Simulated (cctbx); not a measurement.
# Lattice, Laue class and space group of a new crystal

Cell: a = 8.7230 Å, b = 8.7230 Å, c = 16.4450 Å, α = 90.00°, β = 90.00°, γ = 120.00°. Expected content of the cell: Gd3 Sm24 Fe18.

Simulated single-crystal data (cctbx): synchrotron X-rays, λ = 0.4959 Å, to d = 0.65 Å, 80 % of the full sphere, strongest reflection 20000 counts, noise from counting, a 6 % proportional error and a noise floor of 2 counts (s.d.); no absorption.

Tests on the unmerged data give:

```text
13303 reflections to d = 0.650 A
centring   violations  <I/sigma> of those
    A       1981 of  6674      3.9
    B       1938 of  6668      3.9
    C       1935 of  6650      3.8
    I       1945 of  6681      3.9
    R          1 of  8860     -0.0
    F       2927 of  9996      3.9
Laue class    unique    Rint  (classes that these axes allow; Friedel mates merged)
R -3 :H           933   0.047
R -3 m :H         547   0.549
space group    extra absences  I>4sigma  <I/sigma>
R 3 :H                  0          0         -  acentric
R -3 :H                 0          0         -  centric
Wilson B = 0.21 A^2   <|E^2-1|> = 0.972 (0.968 centric, 0.736 acentric)   E^2>4: 4.6 %
shell (A)         n   <I/sigma>
 6.87 - 1.30    118     23.1
 1.30 - 1.03    115     25.0
 1.03 - 0.90    114     25.3
 0.90 - 0.82    113     24.8
 0.82 - 0.76    118     22.8
 0.76 - 0.72    111     21.7
 0.72 - 0.68    109     22.5
 0.68 - 0.65    135     20.9
```

Q: Read the symmetry from these tables.

The reflections that R centring forbids are absent (⟨I/σ⟩ near 0), so the lattice is R.

Rint stays low (0.047) up to R -3 :H and is 0.549 or more in the other classes.

2 settings pass the absence test. No glide or screw absences show, which leaves R 3 and R -3.

⟨|E²−1|⟩ = 0.972 leans to a centrosymmetric structure. The Wilson B of 0.21 Å² means U ≈ 0.0027 Å².

The true group is R-3 (no. 148), Laue class -3, centrosymmetric. The tables only narrow the choice to the tied entries; cell content, site symmetry and trial solutions must settle it.

The model was made for the exercise: a known structure type with other elements put in, its volume estimated, not relaxed; displacement parameters are assumed.

[Logs are printed without paths, hosts, clocks, repeated set-up lines and the standing remarks that a program may print on its own settings, such as how far it seeks lower states.]
